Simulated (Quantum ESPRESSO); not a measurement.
# Voltage at the next charge: Ag(111), 5 layers against an electrode

How the rows were computed: Quantum ESPRESSO 7.5, PBE, GBRV ultrasoft; ESM with bc3, a metal electrode 5.95 Å above the top atoms; cell area 7.243 Å²; ions fixed. V is the potential energy of an electron at the electrode over the slab's Fermi level, divided by e, so that it equals the work function at zero charge; positive charge removes electrons.

| charge (e a cell) | V (V) |
| --- | --- |
| 0 | 4.522 |
| 0.0109 | 5.704 |
| 0.0217 | 6.893 |

To predict: What is V at a charge of 0.0435 e, and what capacitance do the rows imply?

**Fit.** The last two rows give dV/dq = (6.893 − 5.704)/(0.0217 − 0.0109) = 110.1 V/e, so C = 1602/(7.243 × 110.1) = 2.01 µF/cm², an effective gap of 8.854/2.01 = 4.41 Å. At constant C, V = 6.893 + 110.1 × 0.0218 = 9.29 V.

What the calculation gave: V = 9.331 V; the estimate misses by −0.04 V, 1.6 % of the step. Over the three intervals C goes 2.04, 2.01 and 1.98 µF/cm²: it falls as electrons leave, the surface charge drawing back towards the atoms.

Caveats: Vacuum fills the gap; a dielectric or electrolyte would change C. The slab is thin.
